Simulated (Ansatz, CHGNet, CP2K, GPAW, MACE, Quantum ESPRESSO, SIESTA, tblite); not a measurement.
# Running phosphorene, 3 layers, N on P sites (72 atoms) with CP2K

Aim: run phosphorene, 3 layers, N on P sites (72 atoms) in CP2K and see how near its forces come to a plane-wave reference, and at what cost.

Program: CP2K 2026.2. Level of theory: the method is named at each step. Results are calculated unless marked as measured.

## 1. Set-up

The cell holds 72 atoms: 48 P and 24 N. Its edges and angles: a = 10.340 Å, b = 9.102 Å, c = 29.176 Å, α = 90.0°, β = 90.0°, γ = 90.0°. It derives from P (phosphorene). 3 layers of phosphorene (a = 3.314 Å), 3 x 2 cells, biaxial strain +4 %, every second layer slid by 0.500 of a1; facing planes 3.38, 3.4 Å apart; 16 Å of vacuum; 24 of 72 P replaced by N at random; displaced by a Gaussian of 0.02 Å. Then every atom was moved at random, 0.02 Å r.m.s. a Cartesian component. Regions: layer 1, 24 atoms (18 P and 6 N); layer 2, 24 atoms (9 N and 15 P); layer 3, 24 atoms (9 N and 15 P). Vacuum lies along c.

The yardstick, on the same geometry:

| Quantity | Value |
| --- | --- |
| method | Kohn-Sham DFT, PBE, SSSP efficiency 1.3.0 pseudopotentials, plane waves (Quantum ESPRESSO 7.5); sssp-pbe-1.3.0-efficiency, cutoffs 60/480 Ry, Γ point |
| r.m.s. force component | 1.577 eV/Å |
| longest force | 3.849 eV/Å |
| time | 43 min on 1 thread of Arm Neoverse V1, shared host |
| CPU time | 43 min |

## 2. PBE, TZVP-UZH, 600/50 Ry, diagonalisation

Method: Kohn-Sham DFT, PBE, GTH-PBE pseudopotentials, Gaussian and plane waves, TZVP-MOLOPT (UZH set), diagonalisation.

Input file input.inp:

```
&GLOBAL
  PROJECT cell
  RUN_TYPE ENERGY_FORCE
  PRINT_LEVEL LOW
&END GLOBAL
&FORCE_EVAL
  METHOD QS
  &DFT
    BASIS_SET_FILE_NAME BASIS_MOLOPT_UZH
    POTENTIAL_FILE_NAME POTENTIAL_UZH
    &MGRID
      CUTOFF 600
      REL_CUTOFF 50
      NGRIDS 5
    &END MGRID
    &QS
      EPS_DEFAULT 1.0E-12
    &END QS
    &SCF
      SCF_GUESS ATOMIC
      EPS_SCF 5.0E-06
      MAX_SCF 200
      ADDED_MOS 36
      &DIAGONALIZATION
        ALGORITHM STANDARD
      &END DIAGONALIZATION
      &SMEAR ON
        METHOD FERMI_DIRAC
        ELECTRONIC_TEMPERATURE [K] 580
      &END SMEAR
      &MIXING
        METHOD BROYDEN_MIXING
        ALPHA 0.2
        NBROYDEN 12
        BETA 0.05
      &END MIXING
      &PRINT
        &RESTART OFF
        &END RESTART
      &END PRINT
    &END SCF
    &XC
      &XC_FUNCTIONAL PBE
      &END XC_FUNCTIONAL
    &END XC
    &PRINT
      &MULLIKEN ON
      &END MULLIKEN
      &HIRSHFELD ON
        SHAPE_FUNCTION DENSITY
      &END HIRSHFELD
      &MO ON
        EIGENVALUES T
        OCCUPATION_NUMBERS T
        MO_INDEX_RANGE 169 192
        &EACH
          QS_SCF 0
        &END EACH
        ADD_LAST NUMERIC
      &END MO
    &END PRINT
  &END DFT
  &SUBSYS
    &CELL
      A 10.33970 0.00000 0.00000
      B 0.00000 9.10210 0.00000
      C 0.00000 0.00000 29.17600
    &END CELL
    &COORD
      SCALED
      P 0.99481 0.04209 0.34796
      P 0.00049 0.95781 0.27441
      N 0.17120 0.20782 0.34874
      P 0.16800 0.29084 0.27188
      P 0.99838 0.53694 0.34699
      P 0.99876 0.45609 0.27314
      P 0.16999 0.70774 0.34744
      P 0.17123 0.79421 0.27364
      P 0.33417 0.03473 0.34767
      P 0.33423 0.95896 0.27314
      P 0.50178 0.21276 0.34863
      P 0.50288 0.29094 0.27336
      P 0.33441 0.54758 0.34716
      N 0.33878 0.46724 0.27498
      N 0.49867 0.71064 0.34718
      P 0.49888 0.79477 0.27484
      P 0.66669 0.04052 0.34773
      P 0.66236 0.96222 0.27232
      N 0.83688 0.21246 0.34761
      P 0.83854 0.29079 0.27275
      P 0.66844 0.54077 0.34687
      N 0.66314 0.46123 0.27458
      N 0.82824 0.71212 0.34570
      P 0.83251 0.78872 0.27383
      N 0.16401 0.04048 0.53558
      N 0.17114 0.95408 0.46411
      P 0.33019 0.20852 0.53856
      N 0.33299 0.29515 0.46330
      P 0.16325 0.53702 0.53803
      P 0.16717 0.46241 0.46296
      P 0.33604 0.70989 0.53785
      P 0.32894 0.78636 0.46349
      N 0.49807 0.03948 0.53646
      P 0.49862 0.95910 0.46128
      P 0.66437 0.21202 0.53632
      P 0.66843 0.28991 0.46220
      P 0.50181 0.54072 0.53759
      P 0.50187 0.45655 0.46409
      N 0.66684 0.70423 0.53479
      P 0.66844 0.79011 0.46291
      N 0.83276 0.03715 0.53682
      P 0.83126 0.96008 0.46269
      P 0.99941 0.21092 0.53732
      P 0.00162 0.28946 0.46289
      N 0.83440 0.54319 0.53806
      N 0.83410 0.46054 0.46256
      P 0.99888 0.71250 0.53641
      N 0.99532 0.79102 0.46493
      N 0.99511 0.03888 0.72518
      P 0.00109 0.96161 0.65350
      N 0.16915 0.20988 0.72572
      P 0.16605 0.29444 0.65135
      P 0.00133 0.54319 0.72644
      P 0.00353 0.46526 0.65417
      N 0.16849 0.71381 0.72655
      P 0.16890 0.78808 0.65257
[... 12 atom lines left out ...]
      P 0.66494 0.54009 0.72563
      N 0.66646 0.45775 0.65445
      P 0.83297 0.71243 0.72531
      N 0.83253 0.79226 0.65363
    &END COORD
    &KIND P
      BASIS_SET TZVP-MOLOPT-PBE-GTH-q5
      POTENTIAL GTH-PBE-q5
    &END KIND
    &KIND N
      BASIS_SET TZVP-MOLOPT-PBE-GTH-q5
      POTENTIAL GTH-PBE-q5
    &END KIND
  &END SUBSYS
  &PRINT
    &FORCES ON
    &END FORCES
  &END PRINT
&END FORCE_EVAL
```

On the command line:

```bash
$ OMP_NUM_THREADS=2 cp2k.psmp -i input.inp > output.txt
```

Numbers of over 12 decimals in the logs are rounded to 6 here.

The log of the run:

```text
CP2K| version string:                                       CP2K version 2026.2
 CP2K| Input file name                                                 input.inp
 GLOBAL| Basis set file name                                    BASIS_MOLOPT_UZH
 GLOBAL| Potential file name                                       POTENTIAL_UZH
 GLOBAL| Run type                                                   ENERGY_FORCE
 GLOBAL| Total number of message passing processes                             1
 GLOBAL| Number of threads for this process                                    2
 TOTAL NUMBERS AND MAXIMUM NUMBERS
  Total number of            - Atomic kinds:                                   2
                             - Atoms:                                         72
                             - Shell sets:                                    72
                             - Shells:                                       504
                             - Primitive Cartesian functions:                312
                             - Cartesian basis functions:                   1296
                             - Spherical basis functions:                   1224
  Maximum angular momentum of- Orbital basis functions:                        2
                             - Local part of the GTH pseudopotential:          2
                             - Non-local part of the GTH pseudopotential:      2
 SCF PARAMETERS         Density guess:                                    ATOMIC
                        max_scf:                                             200
                        eps_scf:                                        5.00E-06
                        added MOs                                        36    0
                        Mixing method:                            BROYDEN_MIXING
                                                charge density mixing in g-space
                        Smear method:                                FERMI_DIRAC
                        Electronic temperature [K]:                        580.0
                        Electronic temperature [a.u.]:                  1.84E-03
                        Accuracy threshold:                             1.00E-10
 Extrapolation method: initial_guess
 Number of electrons:                                                        360
 Number of occupied orbitals:                                                180
 Number of molecular orbitals:                                               216
 Number of orbital functions:                                               1224
 Number of independent orbital functions:                                   1224
 SCF WAVEFUNCTION OPTIMIZATION
  Step     Update method      Time    Convergence         Total energy    Change
     1 NoMix/Diag. 0.20E+00    7.6     0.65282712      -549.9964314119 -5.50E+02
     2 Broy./Diag. 0.20E+00    9.3     0.79905016      -537.9203059733  1.21E+01
     3 Broy./Diag. 0.20E+00    9.5     0.69238377      -565.2136841297 -2.73E+01
     4 Broy./Diag. 0.20E+00    9.4     0.68592027      -555.1956549658  1.00E+01
[...]
28 Broy./Diag. 0.20E+00   10.2     0.00000559      -551.6963766524 -7.66E-06
    29 Broy./Diag. 0.20E+00   10.2     0.00000350      -551.6963846455 -7.99E-06
  *** SCF run converged in    29 steps ***
  Electronic density on regular grids:       -360.0000000000        0.0000000000
  Core density on regular grids:              359.9999999996       -0.0000000004
  Total charge density on r-space grids:       -0.0000000004
  Total charge density g-space grids:          -0.0000000004
  Overlap energy of the core charge distribution:               2.7947e-10
  Self energy of the core charge distribution:              -1383.349667
  Core Hamiltonian energy:                                    322.713485
  Hartree energy:                                             642.143982
  Exchange-correlation energy:                               -133.203478
  Electronic entropic energy:                                  -0.000705797
  Fermi energy:                                                -0.040972
  Total energy:                                              -551.696385
  Total energy (extrapolated to T->0):                       -551.696032
 MO| EIGENVALUES AND OCCUPATION NUMBERS
 MO|
 MO|  Index      Eigenvalue [a.u.]        Eigenvalue [eV]             Occupation
 MO|    169              -0.076314              -2.076619               2.000000
 MO|    170              -0.075918              -2.065843               2.000000
 MO|    171              -0.075172              -2.045532               2.000000
[...]
MO|    191              -0.008611              -0.234321               0.000000
 MO|    192              -0.004050              -0.110213               0.000000
 MO| Sum:                                                             360.000000
 MO| E(Fermi):           -0.040972 a.u.         -1.114899 eV
 !-----------------------------------------------------------------------------!
                     Mulliken Population Analysis
 #  Atom  Element  Kind  Atomic population                           Net charge
       1     P        1          4.604058                              0.395942
       2     P        1          5.074230                             -0.074230
       3     N        2          5.501505                             -0.501505
[...]
71     P        1          4.832686                              0.167314
      72     N        2          5.482393                             -0.482393
 # Total charge                            360.000000                  0.000000
 !-----------------------------------------------------------------------------!
 !-----------------------------------------------------------------------------!
                           Hirshfeld Charges
  #Atom  Element  Kind  Ref Charge     Population                    Net charge
      1       P      1       5.000          4.853                         0.147
      2       P      1       5.000          5.030                        -0.030
      3       N      2       5.000          5.204                        -0.204
[...]
71       P      1       5.000          4.929                         0.071
     72       N      2       5.000          5.175                        -0.175
  Total Charge                                                           -0.000
 !-----------------------------------------------------------------------------!
 ENERGY| Total FORCE_EVAL ( QS ) energy [hartree]           -551.696364
 FORCES| Atomic forces [hartree/bohr]
 FORCES|   Atom     x               y               z               |f|
 FORCES|      1  2.79064909E-03  5.07441692E-02 -4.06204793E-03   5.09829252E-02
 FORCES|      2 -4.37132317E-03 -2.65222601E-03  9.48428304E-03   1.07747109E-02
 FORCES|      3 -4.17252849E-03 -3.86015538E-02 -5.33354593E-02   6.59709115E-02
[...]
FORCES|     71 -1.06726069E-03 -3.08936710E-03 -4.83071516E-02   4.84176014E-02
 FORCES|     72  1.27026234E-03  4.10636667E-02  5.02973225E-02   6.49435058E-02
 FORCES| Sum    -2.50936210E-05 -9.19724173E-05  3.06046178E-04
 FORCES| Total atomic force                                       3.20550898E-04
```

Run time: 5.2 min. Hardware: 2 threads of Arm Neoverse V1, shared host; peak memory 7.3 GiB.

Banners, paths, timers and routine set-up lines are dropped from the logs unmarked, and long logs keep their key lines alone; longer cuts are marked.

Numbers from this run, and their distance from the reference:

| Quantity | Value |
| --- | --- |
| r.m.s. force component | 1.547 eV/Å |
| r.m.s. difference of force components | 46.65 meV/Å |
| longest difference of force vectors | 149.2 meV/Å |
| force difference over r.m.s. force | 2.958 % |
| slope of forces against the reference's | 0.9805 |
| correlation of force components | 0.9997 |

Length of the force difference by element (eV/Å):

```
element  atoms   mean   most
      N     24  0.057  0.077
      P     48  0.086   0.15
```

A closer look about P68, picked at random: 12 atoms, nearest first, numbered in the order of the input, with positions taken from that point.

```
atom      x      y      z  distance (Å)  Hirshfeld charge (e)     Fx     Fy  Fz (eV/Å)
 P68   0.00   0.00   0.00          0.00                  0.14  -1.10   1.15       2.71
 N67  -0.02  -0.73   2.20          2.32                 -0.15  -0.22  -2.09      -2.97
 P54   1.71   1.60   0.07          2.34                  0.00  -0.21  -0.64      -0.02
 N70  -1.78   1.53   0.08          2.35                 -0.20  -0.25  -1.89       2.38
 P52   3.39   0.05  -0.01          3.39                  0.11   1.38   0.78       2.50
 P50   1.68  -2.98   0.05          3.42                  0.12  -1.15  -0.73       2.53
 P66  -1.77  -3.01   0.04          3.49                  0.05   0.93  -1.33       0.17
 P60  -3.49   0.05   0.03          3.49                  0.20  -0.04   2.17       2.59
 N49   1.62  -2.28   2.14          3.52                 -0.10  -0.03   1.58      -2.67
 P53   1.68   2.31   2.18          3.60                  0.09   0.85   1.49       0.13
 P65  -1.80  -2.25   2.17          3.61                  0.14   0.22   2.42       0.02
 P69  -1.79   2.28   2.16          3.62                  0.15  -1.00   0.92      -2.29
```

Forces lie 3.0 % from the reference's, at 0.20 times its CPU time (on 2 against 1 cores).

[end of part 1 of 2]

[Also dropped from logs without a mark: logging warnings of Python, and SIESTA's first energy breakdown and zero terms.]

[Logs are printed without paths, hosts, clocks, repeated set-up lines and the standing remarks that a program may print on its own settings, such as how far it seeks lower states.]

[Hosts, paths, dates, database ids (printed as entryN), source tags and the programs' standing remarks are cut or masked in the printed files.]
